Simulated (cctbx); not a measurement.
# What is wrong with this refinement?

Cell a = 11.0910 Å, b = 11.0910 Å, c = 11.0910 Å, α = 90.00°, β = 90.00°, γ = 90.00°; space group Fm-3m (no. 225). The compound is K2ScCuBr6.

Simulated single-crystal data (cctbx): Ga Kα, λ = 1.3414 Å, to d = 0.83 Å, 70 % of the full sphere, strongest reflection 20000 counts, noise from counting, a 6 % proportional error and a noise floor of 2 counts (s.d.); no absorption, and some extinction, which the refinements don't model.

An anisotropic refinement with weights 1/σ² prints:

```text
Rint 0.053, 90 unique reflections to 0.84 A
cycle     R1     wR2    GooF  max shift (A)
   1  0.3847  0.6681  25.878   0.00489
   3  0.1825  0.3455  13.382   0.00002
final R1 0.1825 wR2 0.3455 GooF 13.382  parameters 6  data/parameter 15.0
atom        x        y        z      Ueq    occ   su(xyz)  su(Uiso or U11)
Br1    0.00000  0.00000  0.75831   0.0031  1.000  0.00040  0.0027
Ag1    0.00000  0.00000  0.00000   0.0338  1.000  0.00000  0.0040
Sc1    0.50000  0.00000  0.00000  -0.0083  1.000  0.00000  0.0036  NPD
K1     0.25000  0.75000  0.75000  -0.0041  1.000  0.00000  0.0037  NPD
difference map: max 21.90 min -1.67 rms 2.03
Q1    0.0000  0.0000  0.2465   24   22.12  0.05 A from Br1
Q2    0.2500  0.2500  0.2500    8   14.28  0.00 A from K1
Q3    0.0000  0.0000  0.5000    4   10.70  0.00 A from Sc1
Q4    0.0000  0.0000  0.0000    4    3.66  0.00 A from Ag1
Q5    0.0000  0.0000  0.3706   24    1.04  1.43 A from Br1
Q6    0.0000  0.0662  0.3650   96    0.95  1.55 A from Br1
```

Q: Accept it or mend it, and why?

Mend it. The fault: wrong element: Ag1 is Cu. Against the right model at the same level, R1 goes from 0.0105 to 0.1825 and GooF from 0.78 to 13.38, U of K1 shrinks from 0.0152 to -0.0041 Å², U of Sc1 shrinks from 0.0146 to -0.0083 Å², U of Br1 shrinks from 0.0245 to 0.0031 Å², U of Ag1 swells from 0.0161 to 0.0338 Å², the top difference peak, 22.1 e/Å³, lies on Br1 and Sc1 and K1 go non-positive-definite. Ag1 has 18 electrons too many and its U swells to shed them, as expected.

The compound is K2ScCuBr6. The right model at the same level gives:

```text
Rint 0.053, 90 unique reflections to 0.84 A
cycle     R1     wR2    GooF  max shift (A)
   1  0.0106  0.0203   0.788   0.00004
   2  0.0105  0.0202   0.781   0.00000
final R1 0.0105 wR2 0.0202 GooF 0.781  parameters 6  data/parameter 15.0
atom        x        y        z      Ueq    occ   su(xyz)  su(Uiso or U11)
Br1    0.00000  0.00000  0.75783   0.0245  1.000  0.00002  0.0002
Cu1    0.00000  0.00000  0.00000   0.0161  1.000  0.00000  0.0002
Sc1    0.50000  0.00000  0.00000   0.0146  1.000  0.00000  0.0002
K1     0.25000  0.75000  0.75000   0.0152  1.000  0.00000  0.0002
difference map: max 0.25 min -0.25 rms 0.07
Q1    0.1293  0.1293  0.2484   96    0.25  1.89 A from K1
Q2    0.0000  0.1247  0.1247   48    0.21  1.90 A from Br1
Q3    0.0000  0.1238  0.3762   48    0.20  1.94 A from Sc1
Q4    0.0000  0.0000  0.1307   24    0.12  1.24 A from Br1
Q5    0.1221  0.1221  0.1221   32    0.09  2.33 A from Br1
Q6    0.0666  0.0666  0.0666   32    0.04  1.28 A from Cu1
```

Isotropic U is held between 0.0001 and 1 Å² by the program, and listed peak heights are interpolated, so they can pass the grid's maximum.

The model was made for the exercise: a known structure type with other elements put in, its volume estimated, not relaxed; displacement parameters are assumed.

[Middle refinement cycles are left out of these outputs.]

[Logs are printed without paths, hosts, clocks, repeated set-up lines and the standing remarks that a program may print on its own settings, such as how far it seeks lower states.]
